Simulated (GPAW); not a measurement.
# C K-edge XANES of TiC (Fm-3m), part 2 of 2

How does the C K edge of TiC (Fm-3m) move when the bonds are compressed or stretched?

GPAW 26.7.0; X-ray absorption from dipole matrix elements to empty bands, plane-wave PAW PBE.

So far. Step 10 (Spectrum with XCH, C atom 2): Against the first run the r.m.s. difference is 11 %. The highest intensity below 16 eV goes from 3.1 eV (2.71) to 3.0 eV (2.73).

The database entry behind the starting cell differs from later determinations by our own check (0.1 to 0.3 % short, probably kX units), so it need not match the best structure at ambient conditions.

## Step 12: Spectrum with XCH, C atom 2

Changed against the first core-hole run: volume scale from 1 to 1.06.

xas.py reads:

```python
import numpy as np
from ase import Atoms
from ase.parallel import parprint, paropen
from gpaw import GPAW, PW, FermiDirac, Mixer, MixerDif, setup_paths
from gpaw.test import gen
setup_paths.insert(0, '.')
gen('C', name='fch1s', xcname='PBE', corehole=(1, 0, 1), write_xml=True)
from gpaw.mpi import world
world.barrier()

atoms = Atoms('Ti8C8',
    cell=[[0, 4.40329993, 4.40329993],
     [4.40329993, 0, 4.40329993],
     [4.40329993, 4.40329993, 0]],
    scaled_positions=[[0, 0, 0],
     [0, 0, 0.5],
     [0, 0.5, 0],
     [0.5, 0, 0],
     [0, 0.5, 0.5],
     [0.5, 0, 0.5],
     [0.5, 0.5, 0],
     [0.5, 0.5, 0.5],
     [0.25, 0.25, 0.25],
     [0.25, 0.25, 0.75],
     [0.25, 0.75, 0.25],
     [0.75, 0.25, 0.25],
     [0.25, 0.75, 0.75],
     [0.75, 0.25, 0.75],
     [0.75, 0.75, 0.25],
     [0.75, 0.75, 0.75]],
    pbc=True)
atoms.calc = calc = GPAW(legacy_gpaw=True, mode=PW(430, force_complex_dtype=True), xc='PBE', setups={8: 'fch1s'},
    kpts={'size': (5, 5, 5), 'gamma': True}, occupations=FermiDirac(0.1),
    charge=-1, mixer=Mixer(0.1, 5, 50), maxiter=150,
    convergence={'density': 0.0001, 'eigenstates': 1e-6}, txt='scf.txt')
energy = atoms.get_potential_energy() + calc.get_reference_energy()
ef = calc.get_fermi_level()
out = dict(energy=energy, fermi=ef, forces=atoms.get_forces().tolist())
parprint(f'all-electron energy {energy:.4f} eV, Fermi level {ef:.4f} eV')
ev = np.array([[calc.get_eigenvalues(k, s) for k in range(len(calc.get_ibz_k_points()))] for s in range(calc.get_number_of_spins())])
out['homo'], out['lumo'], out['counts'] = ev[ev < ef].max(), ev[ev > ef].min(), sorted(set((ev < ef).sum((0, 2)).tolist()))
out['filled'] = (ev[:, 0] < ef).sum(1).tolist()

from ase.units import Ha
from gpaw.xas import dipole_matrix_elements
nb = int(calc.get_number_of_electrons() / 2) + 144
top, nb = nb, nb + 8 + nb // 12
nscf = calc.fixed_density(kpts={'size': (7, 7, 7), 'gamma': True}, nbands=nb,
    convergence={'bands': top, 'eigenstates': 5e-3}, maxiter=60, txt='nscf.txt')
cell = atoms.cell.array
ops = [cell.T @ U.T @ np.linalg.inv(cell.T) for U in nscf.wfs.kd.symmetry.op_scc]
E = np.arange(-6, 34, 0.1)
fwhm = np.interp(E, [4, 25], [0.9, 3.5])
Y, X, zero, highest = 0, 0, 1e9, 1e9
for spin in range(nscf.get_number_of_spins()):
    wfs = nscf.wfs
    mine = wfs.bd.get_slice()  # this rank's bands
    A = dipole_matrix_elements(wfs.setups[8])
    eps = np.zeros((wfs.kd.nibzkpts, nb))
    d = np.zeros((3, A.shape[1], wfs.kd.nibzkpts, nb), complex)
    for kpt in wfs.kpt_u:
        if kpt.s == spin and 8 in kpt.P_ani:
            eps[kpt.k, mine] = kpt.eps_n * Ha
            d[:, :, kpt.k, mine] = (kpt.weight * wfs.nspins / 2) ** 0.5 * np.inner(A, kpt.P_ani[8])
    world.sum(eps)
    world.sum(d)
    T = np.einsum('amkn,bmkn->abkn', d, d.conj()).real
    T = sum(np.einsum('ai,ijkn,bj->abkn', R, T, R) for R in ops) / len(ops)
    empty = eps > ef
    zero, highest = min(zero, eps[empty].min()), min(highest, eps[:, top - 1].min())
    lines = [(eps, T, empty)] if spin == 0 else lines + [(eps, T, empty)]
for eps, T, empty in lines:
    f = np.einsum('aakn->akn', T).reshape(3, -1)
    x = eps.ravel() - zero
    w = np.interp(x, E, fwhm) / 2.35482
    g = np.exp(-0.5 * ((E[:, None] - x) / w) ** 2) / (w * (2 * np.pi) ** 0.5)
    Y = Y + (f * empty.ravel()) @ g.T
    X = X + (f * ~empty.ravel()) @ g.T
out.update(E=E.round(2).tolist(), xas=Y.tolist(), xes=X.tolist(), zero=zero, valid=highest - zero, nk=len(eps), nb=nb)
for i in range(0, len(E), 10):
    parprint(f'{E[i]:7.2f}', *(f'{v:10.3e}' for v in Y[:, i]))
import json
with paropen('out.json', 'w') as f:
    json.dump(out, f)
```

Launch:

```console
OMP_NUM_THREADS=1 mpirun -n 4 gpaw python xas.py
```

The job ended after 2.1 min (4 MPI ranks of Arm Neoverse V2, shared host; peak memory 0.43 GiB).

```csv
E (eV),first run,this run
-2.0,0.00,0.00
-1.0,0.00,0.00
0.0,0.28,0.34
1.0,0.80,0.84
2.0,1.29,1.50
3.0,2.65,2.70
4.0,1.23,1.12
5.0,0.78,0.90
6.0,1.21,1.42
7.0,1.22,0.70
8.0,0.26,0.10
9.0,0.15,0.28
10.0,0.44,0.75
11.0,0.91,1.21
12.0,1.31,1.58
13.0,1.72,1.99
14.0,1.83,1.61
15.0,1.32,0.90
16.0,0.82,0.53
17.0,0.54,0.48
18.0,0.49,0.51
19.0,0.50,0.49
20.0,0.48,0.45
21.0,0.45,0.39
22.0,0.39,0.32
23.0,0.32,0.28
24.0,0.28,0.28
25.0,0.27,0.32
26.0,0.32,0.43
27.0,0.43,0.61
28.0,0.60,0.80
29.0,0.78,0.97
30.0,0.93,1.06
31.0,1.03,1.04
32.0,1.03,0.95
```

The scaled spectrum changes by 22 % r.m.s. A shift of -0.4 eV leaves 11 %. The highest intensity below 16 eV goes from 3.1 eV (2.71) to 2.9 eV (2.75).

The photon energy of the zero moves by +0.10 eV.

## Step 13: The volumes side by side

| volume | nearest distance (Å) | shift of the zero (eV) | maximum 1 (eV above own zero) | maximum 2 (eV above own zero) | maximum 3 (eV above own zero) |
| --- | --- | --- | --- | --- | --- |
| 0.94 | 2.115 | -0.11 | 3.5 | 7.1 | 14.3 |
| 0.97 | 2.137 | -0.05 | 3.3 | 6.8 | 14.0 |
| 1 | 2.159 | +0.00 | 3.1 | 6.5 | 13.7 |
| 1.03 | 2.181 | +0.05 | 3.0 | 6.3 | 13.4 |
| 1.06 | 2.202 | +0.10 | 2.9 | 6.1 | 13.1 |

The curves, each shifted by its zero's change so that they share one photon-energy axis, counted from the zero at V × 1:

```
E (eV)  V × 0.94  V × 0.97  V × 1  V × 1.03  V × 1.06
  -2.0      0.00      0.00   0.00      0.00      0.00
  -1.0      0.00      0.00   0.00      0.00      0.00
   0.0      0.38      0.34   0.28      0.27      0.27
   1.0      0.79      0.80   0.80      0.81      0.81
   2.0      1.18      1.23   1.29      1.33      1.38
   3.0      2.35      2.50   2.65      2.71      2.75
   4.0      1.50      1.35   1.23      1.20      1.17
   5.0      0.83      0.79   0.78      0.80      0.86
   6.0      0.92      1.07   1.21      1.32      1.40
   7.0      1.38      1.34   1.22      1.04      0.82
   8.0      0.69      0.45   0.26      0.16      0.11
   9.0      0.14      0.13   0.15      0.19      0.24
  10.0      0.26      0.34   0.44      0.56      0.69
  11.0      0.61      0.76   0.91      1.04      1.17
  12.0      1.03      1.17   1.31      1.42      1.54
  13.0      1.43      1.58   1.72      1.85      1.97
  14.0      1.74      1.81   1.83      1.79      1.68
  15.0      1.56      1.47   1.32      1.15      0.96
  16.0      1.14      0.99   0.82      0.67      0.55
  17.0      0.79      0.64   0.54      0.49      0.48
  18.0      0.54      0.49   0.49      0.50      0.51
  19.0      0.48      0.49   0.50      0.50      0.49
  20.0      0.49      0.49   0.48      0.47      0.46
  21.0      0.48      0.47   0.45      0.42      0.40
  22.0      0.44      0.42   0.39      0.35      0.33
  23.0      0.38      0.35   0.32      0.30      0.28
  24.0      0.31      0.29   0.28      0.27      0.28
  25.0      0.27      0.27   0.27      0.29      0.32
  26.0      0.27      0.29   0.32      0.36      0.42
  27.0      0.31      0.36   0.43      0.50      0.59
  28.0      0.42      0.50   0.60      0.69      0.79
  29.0      0.58      0.68   0.78      0.87      0.95
  30.0      0.75      0.84   0.93      1.00      1.05
  31.0      0.89      0.97   1.03      1.05      1.05
  32.0      0.99      1.03   1.03      1.01      0.97
```

## Step 14: Outcome

```yaml
absorber_and_edge: C K, atom 2 of the ground-state input (counted from 1)
surroundings: 6 Ti at 2.16 Å (octahedral, site symmetry m-3m)
highest_intensity_below_16_ev: 3.1 eV above the zero, height 2.71
photon_energy_of_the_zero_with_the_added_terms: 281.3 eV (raw 288.0 eV; uncertain by a few eV)
```

**Reading.** From V × 0.94 to V × 1.06 the nearest distance grows by 0.086 Å and the zero moves by +0.21 eV. Above their own zero, the maxima move from 3.5 to 2.9 eV, from 7.1 to 6.1 eV and from 14.3 to 13.1 eV. The C K edge of atom 2, with 6 Ti at 2.16 Å (octahedral, site symmetry m-3m), has its highest intensity of the first 16 eV at 3.1 eV above the zero, near 284 eV in photon energy (uncertain by a few eV), 2.7 times the mean level of the first 20 eV (Gaussian full width 0.9 eV up to 4 eV, rising linearly to 3.5 eV at 25 eV). The holes are only 6.1 Å apart, so the shape is probably not converged with cell size; no larger cell was run here. The structure is a published determination, not relaxed.

[Logs are printed without paths, hosts, clocks, repeated set-up lines and the standing remarks that a program may print on its own settings, such as how far it seeks lower states.]

[Hosts, paths, dates, database ids (printed as entryN), source tags and the programs' standing remarks are cut or masked in the printed files.]

[Lists of maxima count a maximum above −3 eV only where it reaches 4 % of the highest in the window and stands out from its surroundings by 2 % of it (1.5 % where it reaches 55 %); shoulders and weaker maxima are passed over, and of the rest the first, up to two pre-edge ones and the few strongest are named.]
